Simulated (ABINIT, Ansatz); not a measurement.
# How the form of the self-energy moves the gap of Li3OCl (Pm-3m)

Wanted: the gap of Li3OCl (Pm-3m) under several approximations, with cost.

Method: PBEsol and many-body steps on it, plane waves, in ABINIT 10.8.3.

### 1. Starting point

It takes space group Pm-3m (No. 221, cubic). Conventional cell: a = 3.908 Å, b = 3.908 Å, c = 3.908 Å, α = 90.00°, β = 90.00°, γ = 90.00°. Li has 2 O at 1.95 Å and 8 Li at 2.76 Å and 4 Cl at 2.76 Å nearest. Nearest to Cl lie 12 Li at 2.76 Å. O has 6 Li at 1.95 Å nearest. Farther neighbours and most contacts between anions are not listed.

The cell and positions are those that the Materials Project relaxed with its own functionals (PBE, PBE+U or r2SCAN), kept fixed.

### 2. Empty states on the mesh, 4×4×4 mesh, 154 bands

This step: ABINIT 10.8.3; DFT, PBEsol, plane waves, norm-conserving pseudopotentials.

The sums over transitions need many empty states on a uniform mesh; this step solves for them.

run.abi

```
acell 3*1.0 Angstrom
rprim 
  3.908337000000 0.000000000000 0.000000000000
  0.000000000000 3.908337000000 0.000000000000
  0.000000000000 0.000000000000 3.908337000000
ntypat 3
znucl 3 17 8
natom 5
typat 1 1 1 2 3
xred 
  0.000000000000 0.500000000000 0.500000000000
  0.500000000000 0.000000000000 0.500000000000
  0.500000000000 0.500000000000 0.000000000000
  0.000000000000 0.000000000000 0.000000000000
  0.500000000000 0.500000000000 0.500000000000
pp_dirpath "pseudos"
pseudos "Li.upf, Cl.upf, O.upf"
ecut 36
ngkpt 4 4 4
nshiftk 1
shiftk 0 0 0
kptopt 1
chksymbreak 0
irdden 1
istwfk *1
nband 154
prtvol 0
optdriver 6
gwr_task "HDIAGO"
paral_kgb 0
occopt 1
indata_prefix "in"
outdata_prefix "out"
tmpdata_prefix "tmp"
```

Started as:

```console
$ OMP_NUM_THREADS=1 mpirun -n 4 abinit run.abi > log
```

Log:

```text
.Version 10.8.3 of ABINIT. v10.8.2 released Aug 2026.

 Symmetries : space group Pm -3 m (#221); Bravais cP (primitive cubic)
[... echo of the input left out ...]
== DATASET  1 ==================================================================
-   mpi_nproc: 4, omp_nthreads: 1 (-1 if OMP is not activated)

--- !DatasetInfo
iteration_state: {dtset: 1, }
dimensions: {natom: 5, nkpt: 10, mband: 154, nsppol: 1, nspinor: 1, nspden: 1, mpw: 4224, }
cutoff_energies: {ecut:  36.0, pawecutdg:  -1.0, }
[...]
Indirect band gap semiconductor
 Fundamental gap:     4.610 (eV)
   VBM:     1.281 (eV) at k: [ 5.0000E-01,  5.0000E-01,  0.0000E+00]
   CBM:     5.892 (eV) at k: [ 0.0000E+00,  0.0000E+00,  0.0000E+00]
 Direct gap:         4.712 (eV) at k: [ 5.0000E-01,  5.0000E-01,  0.0000E+00]

== END DATASET(S) ==============================================================
================================================================================

 -outvars: echo values of variables after computation  --------
           etotal      0.0000000000E+00
            nband         154
             nkpt          10
          spgroup         221
 [... the other variables as echoed above ...]

 Calculation completed.
```

Wall time 3 min (4 MPI ranks of Intel Xeon Platinum 8259CL at 2.50GHz (Skylake/Cascade Lake), shared host); peak memory 4 GiB.

Numbers from this step:

```
gap                                                           : 4.610 eV
k of the valence top                                          : 0.5, 0.5, 0
k of the conduction bottom                                    : 0, 0, 0
least direct gap                                              : 4.712 eV
k points computed                                             : 10
lowest point of the top converged band, above the valence top : 90.9367 eV
```

On this mesh the gap is 4.610 eV.

The density comes from a self-consistent run that is not shown.

### 3. Screening, 4×4×4 mesh, 66 bands, screening to 114.3 eV

The RPA dielectric matrix is built and inverted for each q.

This step: RPA screening on PBEsol, plane waves, norm-conserving pseudopotentials.

Changes to run.abi since step 2:

```diff
@@ -23,10 +23,11 @@
 chksymbreak 0
-irdden 1
 istwfk *1
-nband 154
-prtvol 0
-optdriver 6
-gwr_task "HDIAGO"
-paral_kgb 0
 occopt 1
+irdwfk 1
+optdriver 3
+nband 66
+ecuteps 4.2
+inclvkb 2
+awtr 1
+symchi 1
 indata_prefix "in"
```

Log:

```text
.Version 10.8.3 of ABINIT. v10.8.2 released Aug 2026.

 Symmetries : space group Pm -3 m (#221); Bravais cP (primitive cubic)
[... echo of the input left out ...]
== DATASET  1 ==================================================================
-   mpi_nproc: 4, omp_nthreads: 1 (-1 if OMP is not activated)

--- !DatasetInfo
iteration_state: {dtset: 1, }
dimensions: {natom: 5, nkpt: 10, mband: 66, nsppol: 1, nspinor: 1, nspden: 1, mpw: 4224, }
cutoff_energies: {ecut:  36.0, pawecutdg:  -1.0, }
electrons: {nelect:   2.20000000E+01, charge:   0.00000000E+00, occopt:   1.00000000E+00, tsmear:   1.00000000E-02, }

 SCREENING: Calculation of the susceptibility and dielectric matrices

 Based on a program developped by R.W. Godby, V. Olevano, G. Onida, and L. Reining.
 Incorporated in ABINIT by V. Olevano, G.-M. Rignanese, and M. Torrent.
.Using double precision arithmetic ; gwpc =  8

[... cell and pseudopotentials left out ...]
--------------------------------------------------------------------------------

 ==== K-mesh for the wavefunctions ====
 Number of points in the irreducible wedge :    10
[... list of points left out ...]
 Together with 48 symmetry operations and time-reversal symmetry
 yields    64 points in the full Brillouin Zone.

 ==== Q-mesh for the screening function ====
 Number of points in the irreducible wedge :    10
[... list of points left out ...]
 Together with 48 symmetry operations and time-reversal symmetry
 yields    64 points in the full Brillouin Zone.

 setmesh: FFT mesh size selected  =    27x   27x   27
          total number of points  =        19683

 vcoul_init : cutoff-mode = AUXILIARY_FUNCTION
 q-points for optical limit:   1
     1)      0.000010    0.000020    0.000030

- screening: taking advantage of time-reversal symmetry
- Maximum band index for partially occupied states nbvw = 11
- Remaining bands to be divided among processors   nbcw = 55
- Number of bands treated by each node ~13

 Number of electrons calculated from density =   22.0000; Expected =   22.0000
 average of density, n =  0.054607
 r_s =    1.6351
 omega_plasma =   22.5414 [eV]

 calculating chi0 at frequencies [eV] :
  1    0.000000E+00    0.000000E+00
  2    0.000000E+00    2.254139E+01

--------------------------------------------------------------------------------
  q-point number  1        q = ( 0.000000, 0.000000, 0.000000) [r.l.u.]
--------------------------------------------------------------------------------
[... chi0 elements left out ...]
 For q-point:  0.000010 0.000020 0.000030
  dielectric constant =   3.0142
  dielectric constant without local fields =   3.3988

  Average fulfillment of the sum rule on Im[epsilon] for q-point    1 :     53.18  [%]
[... wings left out ...]
  q-point number  2        q = ( 0.250000, 0.000000, 0.000000) [r.l.u.]
--------------------------------------------------------------------------------
[... chi0 elements left out ...]
  Average fulfillment of the sum rule on Im[epsilon] for q-point    2 :     66.41  [%]

 [... 8 further q-points ...]
```

Elapsed: 33 s, on 4 MPI ranks; peak memory 0.84 GiB; 2.2 min of CPU time.

Numbers from this step:

```yaml
eps_infinity_with_local_fields_on_this_mesh_along_the_program_s_q_direction: 3.014
the_same_without_local_fields: 3.399
plasma_frequency: 22.54 eV
plane_waves_in_the_screening_matrix: 171
```

Local fields lower ε∞ by 11 %. On a Γ-centred mesh this coarse the value itself is usually too large, while a short band sum pulls it down.

### 4. G0W0, Godby-Needs plasmon pole

The self-energy is evaluated for the states that the input lists, and the levels follow from it, in one-shot runs by the linearised quasiparticle equation.

This step: G0W0 on PBEsol, plane waves, norm-conserving pseudopotentials.

Changes to run.abi since step 3:

```diff
@@ -26,8 +26,17 @@
 irdwfk 1
-optdriver 3
+optdriver 4
 nband 66
+gwcalctyp 0
+ecutsigx 36
+symsigma 1
+nkptgw 2
+kptgw 
+  0.5000000000 0.5000000000 0.0000000000
+  0.0000000000 0.0000000000 0.0000000000
+bdgw 
+  10 13
+  9 14
 ecuteps 4.2
-inclvkb 2
-awtr 1
-symchi 1
+irdscr 1
+ppmodel 1
 indata_prefix "in"
```

Log:

```text
.Version 10.8.3 of ABINIT. v10.8.2 released Aug 2026.

 Symmetries : space group Pm -3 m (#221); Bravais cP (primitive cubic)
[... echo of the input left out ...]
== DATASET  1 ==================================================================
-   mpi_nproc: 4, omp_nthreads: 1 (-1 if OMP is not activated)

--- !DatasetInfo
iteration_state: {dtset: 1, }
dimensions: {natom: 5, nkpt: 10, mband: 66, nsppol: 1, nspinor: 1, nspden: 1, mpw: 4224, }
cutoff_energies: {ecut:  36.0, pawecutdg:  -1.0, }
electrons: {nelect:   2.20000000E+01, charge:   0.00000000E+00, occopt:   1.00000000E+00, tsmear:   1.00000000E-02, }

 SIGMA: Calculation of the GW corrections

 Based on a program developped by R.W. Godby, V. Olevano, G. Onida, and L. Reining.
 Incorporated in ABINIT by V. Olevano, G.-M. Rignanese, and M. Torrent.
.Using double precision arithmetic ; gwpc =  8

[... cell and pseudopotentials left out ...]
--------------------------------------------------------------------------------

 ==== K-mesh for the wavefunctions ====
 Number of points in the irreducible wedge :    10
[... list of points left out ...]
 Together with 48 symmetry operations and time-reversal symmetry
 yields    64 points in the full Brillouin Zone.

 ==== Q-mesh for screening function ====
 Number of points in the irreducible wedge :    10
[... list of points left out ...]
 Together with 48 symmetry operations and time-reversal symmetry
 yields    64 points in the full Brillouin Zone.

 vcoul_init : cutoff-mode = AUXILIARY_FUNCTION
 q-points for optical limit:   1
     1)      0.000010    0.000020    0.000030
 setmesh: FFT mesh size selected  =    40x   40x   40
          total number of points  =        64000

 Number of electrons calculated from density =   22.0000; Expected =   22.0000
 average of density, n =  0.054607
 r_s =    1.6351
 omega_plasma =   22.5414 [eV]

 === KS Band Gaps ===
  >>>> For spin  1
   Minimum direct gap =   4.7122 [eV], located at k-point      :   0.5000  0.5000  0.0000
   Fundamental gap    =   4.6105 [eV], Top of valence bands at :   0.5000  0.5000  0.0000
                                       Bottom of conduction at :   0.0000  0.0000  0.0000
 SIGMA fundamental parameters:
 PLASMON POLE MODEL  1
 number of plane-waves for SigmaX                 4139
 number of plane-waves for SigmaC and W            171
 number of plane-waves for wavefunctions          4139
 number of bands                                    66
 number of independent spin polarizations            1
 number of spinorial components                      1
 number of k-points in IBZ                          10
 number of q-points in IBZ                          10
 number of symmetry operations                      48
 number of k-points in BZ                           64
 number of q-points in BZ                           64
 number of frequencies for dSigma/dE                 9
 frequency step for dSigma/dE [eV]                0.25
 number of omega for Sigma on real axis              0
 max omega for Sigma on real axis  [eV]           0.00
 zcut for avoiding poles [eV]                     0.10

 EPSILON^-1 parameters (SCR file):
 dimension of the eps^-1 matrix on file            171
 dimension of the eps^-1 matrix used               171
 number of plane-waves for wavefunctions          4139
 number of bands                                    66
 number of q-points in IBZ                          10
 number of frequencies                               2
 number of real frequencies                          1
 number of imag frequencies                          1

 matrix elements of self-energy operator (all in [eV])

 Perturbative Calculation

--- !SelfEnergy_ee
iteration_state: {dtset: 1, }
kpoint     : [   0.500,    0.500,    0.000, ]
spin       : 1
KS_gap     :    4.712
QP_gap     :    6.854
Delta_QP_KS:    2.142
data: !SigmaeeData |
     Band     E0 <VxcDFT>   SigX SigC(E0)      Z dSigC/dE  Sig(E)    E-E0       E
       10   1.281 -18.122 -23.553   4.088   0.779  -0.283 -19.168  -1.047   0.235
       11   1.281 -18.122 -23.553   4.088   0.779  -0.283 -19.168  -1.047   0.235
       12   5.994  -8.285  -3.738  -3.258   0.850  -0.177  -7.189   1.095   7.089
       13   7.931  -9.949  -5.125  -3.274   0.843  -0.186  -8.642   1.308   9.238

--- !SelfEnergy_ee
iteration_state: {dtset: 1, }
kpoint     : [   0.000,    0.000,    0.000, ]
spin       : 1
KS_gap     :    5.114
QP_gap     :    7.289
Delta_QP_KS:    2.175
data: !SigmaeeData |
     Band     E0 <VxcDFT>   SigX SigC(E0)      Z dSigC/dE  Sig(E)    E-E0       E
        9   0.778 -17.306 -22.721   3.975   0.780  -0.282 -18.429  -1.124  -0.346
       10   0.778 -17.306 -22.721   3.975   0.780  -0.282 -18.429  -1.124  -0.346
       11   0.778 -17.306 -22.721   3.975   0.780  -0.282 -18.429  -1.124  -0.346
       12   5.892  -9.939  -5.408  -3.281   0.841  -0.189  -8.887   1.052   6.944
       13   8.154  -8.619  -3.889  -3.330   0.847  -0.181  -7.433   1.187   9.340
       14   8.154  -8.619  -3.889  -3.330   0.847  -0.181  -7.433   1.187   9.340

== END DATASET(S) ==============================================================
================================================================================

 -outvars: echo values of variables after computation  --------
           etotal      0.0000000000E+00
            nband          66
             nkpt          10
          spgroup         221
 [... the other variables as echoed above ...]

 Calculation completed.
```

It took 15 s on 4 MPI ranks; peak memory 0.74 GiB; 59 s of CPU time.

Numbers from this step:

```yaml
g0w0_gap_on_the_points_computed: 6.709 eV
starting_gap_on_the_mesh: 4.610 eV
k_of_the_valence_top: 0.5, 0.5, 0
k_of_the_conduction_bottom: 0, 0, 0
z_at_the_valence_top: 0.779
z_at_the_conduction_bottom: 0.841
least_direct_g0w0_gap_on_the_computed_points: 6.854 eV
```

The gap on the mesh goes from 4.61 eV to 6.71 eV, a correction of +2.10 eV.

### 5. G0W0, Hybertsen-Louie plasmon pole

Changes to run.abi since step 4:

```diff
@@ -40,3 +40,3 @@
 irdscr 1
-ppmodel 1
+ppmodel 2
 indata_prefix "in"
```

Log:

```text
.Version 10.8.3 of ABINIT. v10.8.2 released Aug 2026.

 Symmetries : space group Pm -3 m (#221); Bravais cP (primitive cubic)
[... echo of the input left out ...]
== DATASET  1 ==================================================================
-   mpi_nproc: 4, omp_nthreads: 1 (-1 if OMP is not activated)

--- !DatasetInfo
iteration_state: {dtset: 1, }
dimensions: {natom: 5, nkpt: 10, mband: 66, nsppol: 1, nspinor: 1, nspden: 1, mpw: 4224, }
cutoff_energies: {ecut:  36.0, pawecutdg:  -1.0, }
electrons: {nelect:   2.20000000E+01, charge:   0.00000000E+00, occopt:   1.00000000E+00, tsmear:   1.00000000E-02, }

 SIGMA: Calculation of the GW corrections

 Based on a program developped by R.W. Godby, V. Olevano, G. Onida, and L. Reining.
 Incorporated in ABINIT by V. Olevano, G.-M. Rignanese, and M. Torrent.
.Using double precision arithmetic ; gwpc =  8

[... cell and pseudopotentials left out ...]
--------------------------------------------------------------------------------

 ==== K-mesh for the wavefunctions ====
 Number of points in the irreducible wedge :    10
[... list of points left out ...]
 Together with 48 symmetry operations and time-reversal symmetry
 yields    64 points in the full Brillouin Zone.

 ==== Q-mesh for screening function ====
 Number of points in the irreducible wedge :    10
[... list of points left out ...]
 Together with 48 symmetry operations and time-reversal symmetry
 yields    64 points in the full Brillouin Zone.

 vcoul_init : cutoff-mode = AUXILIARY_FUNCTION
 q-points for optical limit:   1
     1)      0.000010    0.000020    0.000030
 setmesh: FFT mesh size selected  =    40x   40x   40
          total number of points  =        64000

 Number of electrons calculated from density =   22.0000; Expected =   22.0000
[...]
number of omega for Sigma on real axis              0
 max omega for Sigma on real axis  [eV]           0.00
 zcut for avoiding poles [eV]                     0.10

 EPSILON^-1 parameters (SCR file):
 dimension of the eps^-1 matrix on file            171
 dimension of the eps^-1 matrix used               171
 number of plane-waves for wavefunctions          4139
 number of bands                                    66
 number of q-points in IBZ                          10
 number of frequencies                               2
 number of real frequencies                          1
 number of imag frequencies                          1

 matrix elements of self-energy operator (all in [eV])

 Perturbative Calculation

--- !SelfEnergy_ee
iteration_state: {dtset: 1, }
kpoint     : [   0.500,    0.500,    0.000, ]
spin       : 1
KS_gap     :    4.712
QP_gap     :    6.957
Delta_QP_KS:    2.244
data: !SigmaeeData |
     Band     E0 <VxcDFT>   SigX SigC(E0)      Z dSigC/dE  Sig(E)    E-E0       E
       10   1.281 -18.122 -23.553   3.917   0.837  -0.195 -19.389  -1.268   0.014
       11   1.281 -18.122 -23.553   3.917   0.837  -0.195 -19.389  -1.268   0.014
       12   5.994  -8.285  -3.738  -3.446   0.888  -0.127  -7.308   0.977   6.970
[...]
--- !SelfEnergy_ee
iteration_state: {dtset: 1, }
kpoint     : [   0.000,    0.000,    0.000, ]
spin       : 1
KS_gap     :    5.114
QP_gap     :    7.425
Delta_QP_KS:    2.312
data: !SigmaeeData |
     Band     E0 <VxcDFT>   SigX SigC(E0)      Z dSigC/dE  Sig(E)    E-E0       E
[...]
13   8.154  -8.619  -3.889  -3.452   0.887  -0.127  -7.485   1.134   9.288
       14   8.154  -8.619  -3.889  -3.452   0.887  -0.127  -7.485   1.134   9.288

== END DATASET(S) ==============================================================
================================================================================

 -outvars: echo values of variables after computation  --------
           etotal      0.0000000000E+00
            nband          66
             nkpt          10
          spgroup         221
 [... the other variables as echoed above ...]

 Calculation completed.
```

The job ended after 14 s (4 MPI ranks; peak memory 0.74 GiB; 55 s of CPU time).

This step gave:

```yaml
g0w0_gap_on_the_points_computed: 6.807 eV
starting_gap_on_the_mesh: 4.610 eV
k_of_the_valence_top: 0.5, 0.5, 0
k_of_the_conduction_bottom: 0, 0, 0
z_at_the_valence_top: 0.837
z_at_the_conduction_bottom: 0.882
least_direct_g0w0_gap_on_the_computed_points: 6.956 eV
```

Against G0W0 in ABINIT (4×4×4 mesh, 66 bands, screening to 114.3 eV, Godby-Needs plasmon pole), the gap moves by +0.098 eV.

### 6. G0W0, von der Linden-Horsch plasmon pole

Changes to run.abi since step 5:

```diff
@@ -40,3 +40,3 @@
 irdscr 1
-ppmodel 2
+ppmodel 3
 indata_prefix "in"
```

Log:

```text
.Version 10.8.3 of ABINIT. v10.8.2 released Aug 2026.

 Symmetries : space group Pm -3 m (#221); Bravais cP (primitive cubic)
[... echo of the input left out ...]
== DATASET  1 ==================================================================
-   mpi_nproc: 4, omp_nthreads: 1 (-1 if OMP is not activated)

--- !DatasetInfo
iteration_state: {dtset: 1, }
dimensions: {natom: 5, nkpt: 10, mband: 66, nsppol: 1, nspinor: 1, nspden: 1, mpw: 4224, }
cutoff_energies: {ecut:  36.0, pawecutdg:  -1.0, }
[...]
Band     E0 <VxcDFT>   SigX SigC(E0)      Z dSigC/dE  Sig(E)    E-E0       E
[...]
13   8.154  -8.619  -3.889  -3.602   0.899  -0.112  -7.605   1.015   9.168
       14   8.154  -8.619  -3.889  -3.602   0.899  -0.112  -7.605   1.015   9.168

== END DATASET(S) ==============================================================
================================================================================

 -outvars: echo values of variables after computation  --------
           etotal      0.0000000000E+00
            nband          66
             nkpt          10
          spgroup         221
 [... the other variables as echoed above ...]

 Calculation completed.
```

Run time: 13 s. Hardware: 4 MPI ranks; peak memory 0.72 GiB; 51 s of CPU time.

This step gave:

```
G0W0 gap on the points computed              : 6.8 eV
starting gap on the mesh                     : 4.610 eV
k of the valence top                         : 0.5, 0.5, 0
k of the conduction bottom                   : 0, 0, 0
least direct G0W0 gap on the computed points : 6.883 eV
```

Against G0W0 in ABINIT (4×4×4 mesh, 66 bands, screening to 114.3 eV, Godby-Needs plasmon pole), the gap moves by +0.091 eV.

(Part 1 of 2 ends here.)

[Paths, hosts, dates, memory and timing lines, banners, echoed tables and standing remarks are left out of the program output.]

[Logs are printed without paths, hosts, clocks, repeated set-up lines and the standing remarks that a program may print on its own settings, such as how far it seeks lower states.]

[Runs of the session that timed out or met a known fault of the program may be left out.]

[No measured gap is set beside runs whose start may be inverted or whose files or cutoffs have a known fault.]

[Hosts, paths, dates, database ids (printed as entryN), source tags and the programs' standing remarks are cut or masked in the printed files.]

[G0W0 gaps are taken among the corrected bands and points alone; a level outside them can change the order at an edge.]

[Where Ansatz stands beside ABINIT at settings called matched, ABINIT's density can come from a denser mesh and the files from another edition; pairs whose starting gaps differed by over 0.03 eV were left out, so agreement reads better than it is.]
